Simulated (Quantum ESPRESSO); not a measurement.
# Calculated records

```json
{"subject": "K2MnSe2: which magnetic order is lowest", "lattice_ang": [[-3.583, 6.5965, 3.22], [3.583, -6.5965, 3.22], [3.583, 6.5965, -3.22]], "atoms": [["K", 0.1464, 0.3393, 0.4857], ["K", 0.8536, 0.6607, 0.5143], ["K", 0.3536, 0.8393, 0.1929], ["K", 0.6464, 0.1607, 0.8071], ["Mn", 0.25, 0.25, 0.0], ["Mn", 0.75, 0.75, 0.0], ["Se", 0.8941, 0.1983, 0.0924], ["Se", 0.1059, 0.8017, 0.9076], ["Se", 0.6059, 0.6983, 0.3042], ["Se", 0.3941, 0.3017, 0.6958]], "method": "PBEsol; plane waves with GBRV 1.5 PBEsol potentials, no spin-orbit coupling, projections on orthogonalised atomic orbitals (and 2 further levels or steps)", "program": "Quantum ESPRESSO 7.5", "settings_of_one_run": "GBRV 1.5 PBEsol, cutoff 544.23 eV, 4×4×4 k-mesh, 63 bands, fermi-dirac occupations, smearing width 0.05 eV, collinear spin, SCF threshold 2.00e-8, starting moments 0 0 0 0 4.5 -4.5 0 0 0 0 μB", "cost": "4 runs, 16 min in all on 4 MPI ranks of Intel Xeon Platinum 8259CL at 2.50GHz (Skylake/Cascade Lake), shared host (the runs of this entry)", "results": {"lowest_state_found": "antiferromagnetic (from antiferro +-)", "largest_site_moment": "4.00 μB", "next_state_with_moments": "ferromagnetic, 237 meV a seeded atom higher"}}
```

[Logs and program files are shortened in this print: banners, set-up blocks, solver, clock and traceback lines can be left out without a mark of their own.]

[Logs are printed without paths, hosts, clocks, repeated set-up lines and the standing remarks that a program may print on its own settings, such as how far it seeks lower states.]

[Hosts, paths, dates, database ids (printed as entryN), source tags and the programs' standing remarks are cut or masked in the printed files.]

[Where a cell is said to come from a database of computed structures, the database is the Materials Project.]
